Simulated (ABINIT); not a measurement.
Computed results, one entry a study.

### A GW chain in ABINIT: BaH2 (P6_3/mmc)

The structure is hexagonal, space group P6_3/mmc (No. 194). Conventional cell: a = 4.462 Å, b = 4.462 Å, c = 6.055 Å, α = 90.00°, β = 90.00°, γ = 120.00°. Ba has 11 H at 2.58 to 3.03 Å nearest. Nearest to H lie 5 Ba at 2.58 to 3.03 Å and 6 H at 2.99 Å. Nearest to H lie 6 Ba at 2.99 Å and 8 H at 2.99 to 3.03 Å. Farther neighbours, and contacts between anions beyond the nearest, are not listed.

```xyz
6
Lattice="4.4620 0.0000 0.0000 -2.2310 3.8642 0.0000 0.0000 0.0000 6.0553" Properties=species:S:1:pos:R:3 pbc="T T T"
Ba    2.2310    1.2881    4.5415
Ba    0.0000    2.5762    1.5138
H     0.0000    2.5762    4.5415
H     2.2310    1.2881    1.5138
H     0.0000    0.0000    3.0276
H     0.0000    0.0000    0.0000
```

* method: RPA screening on PBEsol, plane waves, norm-conserving pseudopotentials (and 2 further levels or steps)
* program: ABINIT 10.8.3
* settings: cutoff 32 Ha, PseudoDojo scalar-relativistic 0.4.1 standard, norm-conserving, potential set dojo-sr-pbesol-0.4.1-standard, ngkpt (3, 3, 2), nband 181, ecuteps 5 Ha, inclvkb 2, shiftk (0, 0, 0), symchi 1, awtr 1, frequency ppm, 3×3×2 k-mesh
* cost: 5 runs, 2.9 min in all on 4 MPI ranks of Arm Neoverse V2, shared host
* notes: The program’s warnings: nkpt*nsppol () is not a multiple of nproc spkpt (). The cell and positions are those that the Materials Project relaxed with its own functionals (PBE, PBE+U or r2SCAN), kept fixed. Limits: no spin-orbit coupling. The 3×3×2 mesh is coarse for this cell, which bears on the long-range parts of exchange and screening.
* PBEsol gap: 1.47 eV, indirect
* G0W0 gap on the mesh: 3.02 eV
* GW settings: 3×3×2 mesh, 181 bands, screening to 136.1 eV, Godby-Needs plasmon pole
* known limits: short of the basis limit; no spin-orbit coupling; coarse k mesh

G0W0 moves the gap on the mesh from 1.47 eV to 3.02 eV (+1.54 eV), with Z of 0.78 and 0.81 at the edges. Local fields lower the RPA ε∞ on this mesh from 6.50 to 5.84; a Γ-centred mesh this coarse tends to raise both, most where the direct gap is narrow, while a short band sum lowers them.

[Long decimals in the printed logs are rounded to 6 places.]

[Logs are printed without paths, hosts, clocks, repeated set-up lines and the standing remarks that a program may print on its own settings, such as how far it seeks lower states.]

[Paths, hosts, dates, memory and timing lines, banners, echoed tables and standing remarks are left out of the program output; an Ansatz launch command may be rebuilt from the run's recorded settings. Measured values are a selection of at most five: reports struck by readers or far from the other reports are left out. None is set beside runs whose start may be inverted or whose files or cutoffs have a known fault.]

[Runs of the session that timed out or met a known fault of the program may be left out.]

[Hosts, paths, dates, database ids (printed as entryN), source tags and the programs' standing remarks are cut or masked in the printed files.]

[G0W0 gaps are taken among the corrected bands and points alone; a level outside them can change the order at an edge.]

[Where Ansatz stands beside ABINIT at settings called matched, ABINIT's density can come from a denser mesh and the files from another edition; pairs whose starting gaps differed by over 0.03 eV were left out, so agreement reads better than it is.]
